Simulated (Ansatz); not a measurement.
# Decaying states in the gap of RbYF4

A new crystal, RbYF4: structure, gap and complex bands. It is built by putting Rb for Na in the NaYF4 structure of space group P4/mmm, with the volume rescaled by atomic radii. The parent structure comes from the Materials Project.

Main program and level: Ansatz 0.2.0; LDA DFT, plane waves, PAW files, in the first sound run; inputs show where later runs differ.

The structure was built from a prototype and need not be the compound's stable phase.

## Step 1: Starting point

The structure is tetragonal, space group P4/mmm (No. 123). The conventional cell has a = 4.031 Å, b = 4.031 Å, c = 5.785 Å, α = 90.00°, β = 90.00°, γ = 90.00°. Nearest to Rb lie 8 F at 2.54 Å. Nearest to Y lie 8 F at 2.43 Å. F has 2 Y at 2.43 Å and 2 Rb at 2.54 Å nearest. It derives from NaYF4. Rb for Na in the NaYF4 structure of space group P4/mmm. Farther neighbours and most contacts between anions are not listed.

## Step 2: Cell and atoms at rest

The substituted atoms don't fit the parent's cell, so cell and atoms relax together. A small smearing keeps the run stable in case the gap closes on the way.

input.yaml

```yaml
crystal:
  lattice:
    - [4.0309350973, 0.0, 0.0]
    - [0.0, 4.0309350973, 0.0]
    - [0.0, 0.0, 5.7852915559]
  atoms:
    - { symbol: Rb, position: [0.0, 0.0, 0.0] }
    - { symbol: "Y", position: [0.5, 0.5, 0.5] }
    - { symbol: F, position: [0.5, 0.0, 0.73387451] }
    - { symbol: F, position: [0.0, 0.5, 0.26612549] }
    - { symbol: F, position: [0.5, 0.0, 0.26612549] }
    - { symbol: F, position: [0.0, 0.5, 0.73387451] }
kpoints:
  mp_grid: { grid: [6, 6, 4] }
scf:
  occupations: { method: gaussian, width: 0.03 }
hamiltonian:
  xc: lda
output:
  forces: true
  stress: true
relax:
  f_tol: 0.02
  max_steps: 60
  cell: {}
```

On the command line:

```
$ ansatz run input.yaml --threads 2 --pin off --max-ram 4096MiB --backend cpu --events-out ev --progress --plain --runs-dir out
```

Numbers of over 12 decimals in the logs are rounded to 6 here.

Log:

```text
Engine: ansatz 0.2.0, aarch64-unknown-linux-gnu
Pseudopotentials: kind: paw
Pseudopotential: Rb, paw, valence charge 9, recommended cutoff 420 eV (normal), Rb.paw.azcp
Pseudopotential: Y, paw, valence charge 11, recommended cutoff 420 eV (normal), Y.paw.azcp
Pseudopotential: F, paw, valence charge 7, recommended cutoff 420 eV (normal), F.paw.azcp
Functional definition: SPW92
  exchange = slater_x
  correlation = pw_c
Crystal: 6 atoms, lattice volume = 94.002 Å³
Basis set: ecut = 420 eV, 1859 PW (Γ)
Bands: 30, of which v1, the nominal top of the filled ones, is band 24 counted from 1 (23 counted from 0)
Symmetry: 16 space group operations
Space group: P4/mmm (ITA 123), of the structure as read, at distance tolerance 4.5e-5 Å
k-points: 30 of 144
Non-local potential: Rb, projectors of the file, l = 0: 3, l = 1: 2, l = 2: 2
Non-local potential: Y, projectors of the file, l = 0: 3, l = 1: 2, l = 2: 2, l = 3: 1
Non-local potential: F, projectors of the file, l = 0: 2, l = 1: 2, l = 2: 1
PAW form: soft (Blöchl's): semilocal exchange-correlation on the pseudo side does not see the compensation charge
PAW frozen core: Rb, regenerated for the run's functional, and the local potential with it (the file was generated under x = pbe(κ = 0.804, μ = 0.219515), c = pbe(β = 0.066725))
PAW frozen core: Y, regenerated for the run's functional, and the local potential with it (the file was generated under x = pbe(κ = 0.804, μ = 0.219515), c = pbe(β = 0.066725))
PAW frozen core: F, regenerated for the run's functional, and the local potential with it (the file was generated under x = pbe(κ = 0.804, μ = 0.219515), c = pbe(β = 0.066725))
PAW one-centre angular grid: Rb, 110 points (default); XC on 64 Gauss nodes
PAW one-centre angular grid: Y, 590 points (default); XC on 64 Gauss nodes
PAW one-centre angular grid: F, 110 points (default); XC on 64 Gauss nodes
Initial density: superposition of atomic densities (neutral atoms: chi_scale 0, normalization atom), corrected by the library's trained network
Initial wavefunctions: pseudopotential atomic-orbital guess
Functional: x = slater, c = lda
SCF iter   1: F=—  HF=-10101.505251 eV  |F-HF|=—  |Δ(HF+E_count)|=         —  Δρ=1.86e-2  dr2=2.41e-1  ethr=1.77e-3  ⟨swp⟩=6.9  Hψ=4097  notcnv=0
preconditioner: auto → Resta (q_TF=auto, 2.439 Å⁻¹)  ε∞=3.7  [insulator: Δε(μ)=5.686 eV  Ē_g=15.782 eV  σ=0.030 eV  W_gap=1.00  n_scr=20 (ndim 8)  ℏωp=26.0 eV  f_vac=0.120  D(μ)=0.00/eV (n_scr^D=0)  ε∞_Penn≈3.7]
SCF iter   2: F=—  HF=-10101.446437 eV  |F-HF|=—  |Δ(HF+E_count)|=   5.88e-2  Δρ=5.92e-3  dr2=1.11e-2  ethr=5.03e-4  ⟨swp⟩=2.0  Hψ=1723  notcnv=0  defer=41
SCF iter   3: F=—  HF=-10101.443463 eV  |F-HF|=—  |Δ(HF+E_count)|=   2.97e-3  Δρ=2.08e-3  dr2=2.22e-3  ethr=2.31e-5  ⟨swp⟩=2.0  Hψ=1501  notcnv=0  defer=41
SCF iter   4: F=—  HF=-10101.442952 eV  |F-HF|=—  |Δ(HF+E_count)|=   5.12e-4  Δρ=2.74e-4  dr2=7.00e-5  ethr=4.64e-6  ⟨swp⟩=1.3  Hψ=955  notcnv=0  defer=41
SCF iter   5: F=—  HF=-10101.442960 eV  |F-HF|=—  |Δ(HF+E_count)|=   7.89e-6  Δρ=4.19e-5  dr2=2.34e-6  ethr=1.46e-7  ⟨swp⟩=2.0  Hψ=1359  notcnv=0  defer=41
SCF iter   6: F=—  HF=-10101.442962 eV  |F-HF|=—  |Δ(HF+E_count)|=   2.02e-6  Δρ=9.89e-6  dr2=1.02e-7  ethr=4.87e-9  ⟨swp⟩=2.1  Hψ=1183  notcnv=0  defer=41
SCF iter   7: F=-10101.442962 eV  HF=-10101.442962 eV  |F-HF|=4.48e-9  |Δ(HF+E_count)|=   1.65e-7  Δρ=1.55e-6  dr2=2.50e-9  ethr=2.08e-10  ⟨swp⟩=4.0  Hψ=2929  notcnv=0
SCF 1 converged in 7 iterations: F = -10101.442962 eV  dr2 = 2.50e-9
  greatest PAW one-centre occupation: 0.992 electrons in one spin orbital (limit 2), on the Y atom at site 1 (counted from 0), in its partial waves of l = 0
relax step   1: F+E_penalty+E_count = -10101.44296187 eV  Δ(F+E_penalty+E_count) = +0.000e0 eV  max|allowed force component| = 1.927e0 eV/Å  Δτ_max = 0.0000 Å  P = -5.892 GPa  Ω = 94.002 Å³  (7 SCF iters, dr2 threshold 1.00e-7 eV, accepted)
Crystal: 6 atoms, lattice volume = 90.594 Å³
Basis set: ecut = 420 eV, 1803 PW (Γ)
Initial density: handed on by an earlier stage of this run
Initial wavefunctions: those handed on with the density
iter 1 solved again at ethr=5.13e-4 eV; its pass at ethr=3.10e-3 eV (dr2=2.46e-1 eV) is discarded
SCF iter   1: F=—  HF=-10102.416167 eV  |F-HF|=—  |Δ(HF+E_count)|=         —  Δρ=2.45e-2  dr2=2.48e-1  ethr=5.13e-4  ⟨swp⟩=1.1  Hψ=4639  notcnv=0
preconditioner: auto → Resta (q_TF=auto, 2.454 Å⁻¹)  ε∞=3.4  [insulator: Δε(μ)=5.944 eV  Ē_g=16.936 eV  σ=0.030 eV  W_gap=1.00  n_scr=20 (ndim 8)  ℏωp=26.5 eV  f_vac=0.110  D(μ)=0.00/eV (n_scr^D=0)  ε∞_Penn≈3.4]
SCF iter   2: F=—  HF=-10102.332986 eV  |F-HF|=—  |Δ(HF+E_count)|=   8.32e-2  Δρ=1.12e-2  dr2=5.02e-2  ethr=5.13e-4  ⟨swp⟩=2.9  Hψ=1611  notcnv=0
SCF iter   3: F=—  HF=-10102.316024 eV  |F-HF|=—  |Δ(HF+E_count)|=   1.70e-2  Δρ=2.85e-3  dr2=3.84e-3  ethr=1.05e-4  ⟨swp⟩=2.5  Hψ=1621  notcnv=0
SCF iter   4: F=—  HF=-10102.315167 eV  |F-HF|=—  |Δ(HF+E_count)|=   8.57e-4  Δρ=9.92e-4  dr2=4.84e-4  ethr=8.01e-6  ⟨swp⟩=2.0  Hψ=1593  notcnv=0
SCF iter   5: F=—  HF=-10102.315080 eV  |F-HF|=—  |Δ(HF+E_count)|=   8.78e-5  Δρ=1.89e-4  dr2=3.84e-5  ethr=1.01e-6  ⟨swp⟩=2.8  Hψ=1610  notcnv=0
SCF iter   6: F=—  HF=-10102.315078 eV  |F-HF|=—  |Δ(HF+E_count)|=   1.19e-6  Δρ=2.48e-5  dr2=9.21e-7  ethr=8.00e-8  ⟨swp⟩=2.6  Hψ=1611  notcnv=0
SCF iter   7: F=-10102.315079 eV  HF=-10102.315079 eV  |F-HF|=1.23e-8  |Δ(HF+E_count)|=   3.11e-7  Δρ=3.72e-6  dr2=2.22e-8  ethr=1.25e-9  ⟨swp⟩=4.1  Hψ=2926  notcnv=0
SCF 2 converged in 7 iterations: F = -10102.315079 eV  dr2 = 2.22e-8
  greatest PAW one-centre occupation: 0.993 electrons in one spin orbital (limit 2), on the Y atom at site 1 (counted from 0), in its partial waves of l = 0
relax step   2: F+E_penalty+E_count = -10102.31507876 eV  Δ(F+E_penalty+E_count) = -8.721e-1 eV  max|allowed force component| = 2.954e-1 eV/Å  Δτ_max = 0.1950 Å  P = +0.127 GPa  Ω = 90.594 Å³  energy of the carried Pulay correction = +1.552e-2 eV  (7 SCF iters, dr2 threshold 6.00e-7 eV, accepted)
Crystal: 6 atoms, lattice volume = 89.969 Å³
Basis set: ecut = 420 eV, 1757 PW (Γ)
iter 1 solved again at ethr=2.25e-5 eV; its pass at ethr=3.10e-3 eV (dr2=1.08e-2 eV) is discarded
SCF iter   1: F=—  HF=-10102.588377 eV  |F-HF|=—  |Δ(HF+E_count)|=         —  Δρ=4.53e-3  dr2=1.13e-2  ethr=2.25e-5  ⟨swp⟩=1.8  Hψ=5502  notcnv=0
preconditioner: auto → Resta (q_TF=auto, 2.457 Å⁻¹)  ε∞=3.4  [insulator: Δε(μ)=6.333 eV  Ē_g=17.223 eV  σ=0.030 eV  W_gap=1.00  n_scr=20 (ndim 8)  ℏωp=26.6 eV  f_vac=0.113  D(μ)=0.00/eV (n_scr^D=0)  ε∞_Penn≈3.4]
SCF iter   2: F=—  HF=-10102.586160 eV  |F-HF|=—  |Δ(HF+E_count)|=   2.22e-3  Δρ=2.38e-3  dr2=3.48e-3  ethr=2.25e-5  ⟨swp⟩=2.0  Hψ=1162  notcnv=0
SCF iter   3: F=—  HF=-10102.585487 eV  |F-HF|=—  |Δ(HF+E_count)|=   6.73e-4  Δρ=1.05e-3  dr2=6.65e-4  ethr=7.26e-6  ⟨swp⟩=2.0  Hψ=1705  notcnv=0
SCF iter   4: F=—  HF=-10102.585333 eV  |F-HF|=—  |Δ(HF+E_count)|=   1.54e-4  Δρ=2.13e-4  dr2=6.36e-5  ethr=1.38e-6  ⟨swp⟩=2.0  Hψ=1267  notcnv=0
SCF iter   5: F=—  HF=-10102.585345 eV  |F-HF|=—  |Δ(HF+E_count)|=   1.28e-5  Δρ=4.54e-5  dr2=3.81e-6  ethr=1.32e-7  ⟨swp⟩=2.5  Hψ=1579  notcnv=0
SCF iter   6: F=-10102.585347 eV  HF=-10102.585347 eV  |F-HF|=1.18e-7  |Δ(HF+E_count)|=   1.52e-6  Δρ=9.26e-6  dr2=1.27e-7  ethr=1.25e-9  ⟨swp⟩=4.8  Hψ=3262  notcnv=0
SCF 3 converged in 6 iterations: F = -10102.585347 eV  dr2 = 1.27e-7
relax step   3: F+E_penalty+E_count = -10102.58534712 eV  Δ(F+E_penalty+E_count) = -2.703e-1 eV  max|allowed force component| = 3.414e-2 eV/Å  Δτ_max = 0.0085 Å  P = +0.506 GPa  Ω = 89.969 Å³  energy of the carried Pulay correction = +1.843e-2 eV  (6 SCF iters, dr2 threshold 6.00e-7 eV, accepted)
[... from here on, the SCF cycles and remarks between the steps are left out ...]
relax step   4: F+E_penalty+E_count = -10102.62851561 eV  Δ(F+E_penalty+E_count) = -4.317e-2 eV  max|allowed force component| = 9.388e-2 eV/Å  Δτ_max = 0.0246 Å  P = -0.098 GPa  Ω = 90.712 Å³  energy of the carried Pulay correction = +1.497e-2 eV  (6 SCF iters, dr2 threshold 6.00e-7 eV, accepted)
relax step   5: F+E_penalty+E_count = -10102.63278593 eV  Δ(F+E_penalty+E_count) = -4.270e-3 eV  max|allowed force component| = 1.225e-2 eV/Å  Δτ_max = 0.0093 Å  P = +0.027 GPa  Ω = 90.374 Å³  energy of the carried Pulay correction = +1.654e-2 eV  (5 SCF iters, dr2 threshold 5.51e-7 eV, accepted)
relax step   6: F+E_penalty+E_count = -10102.63281115 eV  Δ(F+E_penalty+E_count) = -2.523e-5 eV  max|allowed force component| = 7.485e-4 eV/Å  Δτ_max = 0.0008 Å  P = -0.010 GPa  Ω = 90.374 Å³  energy of the carried Pulay correction = +1.654e-2 eV  (4 SCF iters, dr2 threshold 2.17e-8 eV, accepted)
relax step   7: F+E_penalty+E_count = -10102.65983348 eV  Δ(F+E_penalty+E_count) = -2.702e-2 eV  max|allowed force component| = 5.554e-3 eV/Å  Δτ_max = 0.0000 Å  P = +0.311 GPa  Ω = 90.374 Å³  stress off target by 1.56e0 GPa  SCF on the basis re-selected at this cell (its energy is not comparable with the rows above)  (7 SCF iters)
relax step   8: F+E_penalty+E_count = -10102.66460706 eV  Δ(F+E_penalty+E_count) = -4.774e-3 eV  max|allowed force component| = 3.299e-3 eV/Å  Δτ_max = 0.0058 Å  P = +0.069 GPa  Ω = 90.711 Å³  energy of the carried Pulay correction = -1.607e-3 eV  (5 SCF iters, dr2 threshold 6.00e-7 eV, accepted)
relax step   9: F+E_penalty+E_count = -10102.66420099 eV  Δ(F+E_penalty+E_count) = +4.061e-4 eV  max|allowed force component| = 1.810e-3 eV/Å  Δτ_max = 0.0007 Å  P = -0.016 GPa  Ω = 90.806 Å³  energy of the carried Pulay correction = -2.041e-3 eV  (5 SCF iters, dr2 threshold 2.41e-8 eV, accepted)
relax step  10: F+E_penalty+E_count = -10102.66670871 eV  Δ(F+E_penalty+E_count) = -2.508e-3 eV  max|allowed force component| = 1.639e-3 eV/Å  Δτ_max = 0.0000 Å  P = +0.038 GPa  Ω = 90.806 Å³  stress off target by 1.62e-1 GPa  SCF on the basis re-selected at this cell (its energy is not comparable with the rows above)  (5 SCF iters)
relax step  11: F+E_penalty+E_count = -10102.66649838 eV  Δ(F+E_penalty+E_count) = +2.103e-4 eV  max|allowed force component| = 1.420e-4 eV/Å  Δτ_max = 0.0009 Å  P = +0.002 GPa  Ω = 90.866 Å³  energy of the carried Pulay correction = -2.840e-4 eV  (4 SCF iters, dr2 threshold 6.54e-8 eV, accepted)
iter 1 solved again at ethr=5.16e-8 eV; its pass at ethr=3.10e-3 eV (dr2=2.48e-5 eV) is discarded
SCF iter   1: F=—  HF=-10102.666823 eV  |F-HF|=—  |Δ(HF+E_count)|=         —  Δρ=2.00e-5  dr2=6.96e-8  ethr=5.16e-8  ⟨swp⟩=3.9  Hψ=6964  notcnv=0
preconditioner: auto → Resta (q_TF=auto, 2.453 Å⁻¹)  ε∞=3.3  [insulator: Δε(μ)=6.110 eV  Ē_g=17.334 eV  σ=0.030 eV  W_gap=1.00  n_scr=20 (ndim 8)  ℏωp=26.4 eV  f_vac=0.115  D(μ)=0.00/eV (n_scr^D=0)  ε∞_Penn≈3.3]
SCF iter   2: F=—  HF=-10102.666822 eV  |F-HF|=—  |Δ(HF+E_count)|=   1.54e-6  Δρ=1.03e-5  dr2=2.28e-8  ethr=1.45e-10  ⟨swp⟩=2.3  Hψ=1474  notcnv=0
SCF iter   3: F=—  HF=-10102.666822 eV  |F-HF|=—  |Δ(HF+E_count)|=   5.60e-8  Δρ=2.83e-6  dr2=5.17e-9  ethr=4.74e-11  ⟨swp⟩=2.0  Hψ=1268  notcnv=0
SCF iter   4: F=—  HF=-10102.666822 eV  |F-HF|=—  |Δ(HF+E_count)|=  8.66e-10  Δρ=8.45e-7  dr2=5.20e-10  ethr=1.08e-11  ⟨swp⟩=2.0  Hψ=1268  notcnv=0
SCF iter   5: F=-10102.666822 eV  HF=-10102.666822 eV  |F-HF|=0.00e0  |Δ(HF+E_count)|=  6.44e-10  Δρ=2.18e-7  dr2=2.51e-11  ethr=1.00e-12  ⟨swp⟩=3.0  Hψ=3577  notcnv=0
SCF 12 converged in 5 iterations: F = -10102.666822 eV  dr2 = 2.51e-11
relax step  12: F+E_penalty+E_count = -10102.66682167 eV  Δ(F+E_penalty+E_count) = -3.233e-4 eV  max|allowed force component| = 1.249e-4 eV/Å  Δτ_max = 0.0000 Å  P = +0.004 GPa  Ω = 90.866 Å³  stress off target by 1.76e-2 GPa  SCF on the basis re-selected at this cell (its energy is not comparable with the rows above)  (5 SCF iters)
basis re-selected at this cell: Δ(F+E_penalty+E_count) = -3.233e-4 eV, ΔP = +0.002 GPa vs the last step (what re-selecting the basis moved, of the pressure what is left beyond the Pulay correction that the steps carried, after the strain that the cell walked since its last selection, with what the two solves' SCF thresholds leave and, on support functions, any second-order correction that the steps lacked; it is no m [...]
SCF converged after 5 iterations
Free energy (F): -10102.666822 eV
Harris-Foulkes:  -10102.666822 eV  (|F-HF|=0.00e0)
Internal energy: -10102.666822 eV  (E = F + TS)
E sigma→0 (E₀):  -10102.666822 eV
Fermi energy:    6.773562 eV
--- Per-component energies (eV) ---
  E_band       = -289.518942
  E_kinetic    = 1324.601007
  E_local      = -3708.894833  (includes V_loc(G=0)·N_el)
  E_nonlocal   = 534.058001
  E_hartree    = 1334.730522
  E_xc         = -616.659694
  E_vxc        = -743.894870  (∫ρ·V_xc dr)
  E_paw        = -5998.301489  (= ΣΔE_a)
  E_vpaw       = -364.857213  (= ΣTr[D̂ρ^β])
  E_aug_tail   = 0.008070  (compensation charges beyond the density's cutoff)
  E_ewald      = -2973.262258
  E_core_change = 1.053852  (= ΣΔE_core)
  E_smearing   = -0.000000  (= −TS)
  E_closure    = -0.000000  (closes the sum)
  Σ components = -10102.666822   (vs F -10102.666822, Δ=0.00e0)
--- Forces (eV/Å), atoms counted from 1 ---
  atom   1  Rb    -0.00000000    -0.00000000     0.00000000
  atom   2  Y      0.00000000     0.00000000     0.00000000
  atom   3  F      0.00000000     0.00000000    -0.00012490
  atom   4  F      0.00000000     0.00000000     0.00012490
  atom   5  F      0.00000000     0.00000000     0.00012490
  atom   6  F      0.00000000     0.00000000    -0.00012490
  max |Σ_I F_I| component: 1.39e-17 eV/Å
--- Stress (GPa, compression-positive) ---
       -0.002997       0.000000       0.000000
        0.000000      -0.002997       0.000000
        0.000000       0.000000       0.017621
  P = ⅓ Tr σ = 0.0039 GPa (0.039 kbar)
--- Relaxed structure (9 steps of the walk, 9 accepted, 3 SCFs on fresh bases) ---
  F+E_penalty+E_count = -10102.66682167 eV   max|allowed force component| = 1.249e-4 eV/Å   (the final SCF, on the basis selected at the relaxed cell)
  cell:  # Å, volume = 90.8664 Å³
    - [3.777935, 0, 0.0]
    - [0, 3.777935, 0.0]
    - [0.0, 0.0, 6.366404]
  atoms:
    - { symbol: Rb, position: [0, 0, -7.996017529235557e-19] }
    - { symbol: Y, position: [0.500000, 0.500000, 0.500000] }
    - { symbol: F, position: [0.500000, 0, 0.694927] }
    - { symbol: F, position: [0, 0.500000, 0.305073] }
    - { symbol: F, position: [0.500000, 0, 0.305073] }
    - { symbol: F, position: [0, 0.500000, 0.694927] }
```

Elapsed: 21 s, on 2 threads of Arm Neoverse V2, shared host; peak memory 0.39 GiB.

Relaxation path:

```tsv
step	energy less that of the first step (eV)	largest force component (eV/Å)	pressure (GPa)	volume (Å³)
1	0.0000	1.9269	-5.89	94.00
2	-0.8721	0.2954	0.13	90.59
3	-1.1424	0.0341	0.51	89.97
4	-1.1856	0.0939	-0.10	90.71
5	-1.1898	0.0122	0.03	90.37
6	-1.1898	0.0007	-0.01	90.37
7*	-1.2169	0.0056	0.31	90.37
8	-1.2216	0.0033	0.07	90.71
9	-1.2212	0.0018	-0.02	90.81
10*	-1.2237	0.0016	0.04	90.81
11	-1.2235	0.0001	0.00	90.87
12*	-1.2239	0.0001	0.00	90.87
```

Relaxation steps marked * repeat the geometry before them on a plane-wave basis chosen anew for their cell, so energy and pressure can jump there.

The run keeps the 16 symmetry operations that it works with, so distortions that break them were not tested.

```tsv
conventional cell, symmetrised	before	after	change
a (Å)	4.031	3.778	-6.3 %
b (Å)	4.031	3.778	-6.3 %
c (Å)	5.785	6.366	+10.0 %
volume (Å³/atom)	15.67	15.14	-3.3 %
```

The atoms that moved most (Å, as changes of fractional coordinates times the final cell):

```tsv
atom	dx	dy	dz	length
F3	0.000	0.000	-0.248	0.248
F6	0.000	0.000	-0.248	0.248
F5	0.000	0.000	0.248	0.248
F4	0.000	0.000	0.248	0.248
```

Final coordinates:

```cif
data_structure
_symmetry_space_group_name_H-M 'P 1'
_symmetry_Int_Tables_number 1
_cell_length_a 3.7779
_cell_length_b 3.7779
_cell_length_c 6.3664
_cell_angle_alpha 90.000
_cell_angle_beta 90.000
_cell_angle_gamma 90.000
_cell_volume 90.87
loop_
_atom_site_label
_atom_site_type_symbol
_atom_site_fract_x
_atom_site_fract_y
_atom_site_fract_z
_atom_site_occupancy
Rb1 Rb 0.00000 0.00000 0.00000 1
Y2 Y 0.50000 0.50000 0.50000 1
F3 F 0.50000 0.00000 0.69493 1
F4 F 0.00000 0.50000 0.30507 1
F5 F 0.50000 0.00000 0.30507 1
F6 F 0.00000 0.50000 0.69493 1
```

Numbers from this step:

```
free energy  : -10102.6668 eV
Fermi energy : 6.774 eV
pressure     : 0.003876 GPa
```

The largest force component on a free atom ends at 1.2e-4 eV/Å.

[end of part 1 of 3]

[Logs are printed without paths, hosts, clocks, repeated set-up lines and the standing remarks that a program may print on its own settings, such as how far it seeks lower states.]

[Hosts, paths, dates, database ids (printed as entryN), source tags and the programs' standing remarks are cut or masked in the printed files.]

[New means built here by substitution; the compound itself may be known and measured.]
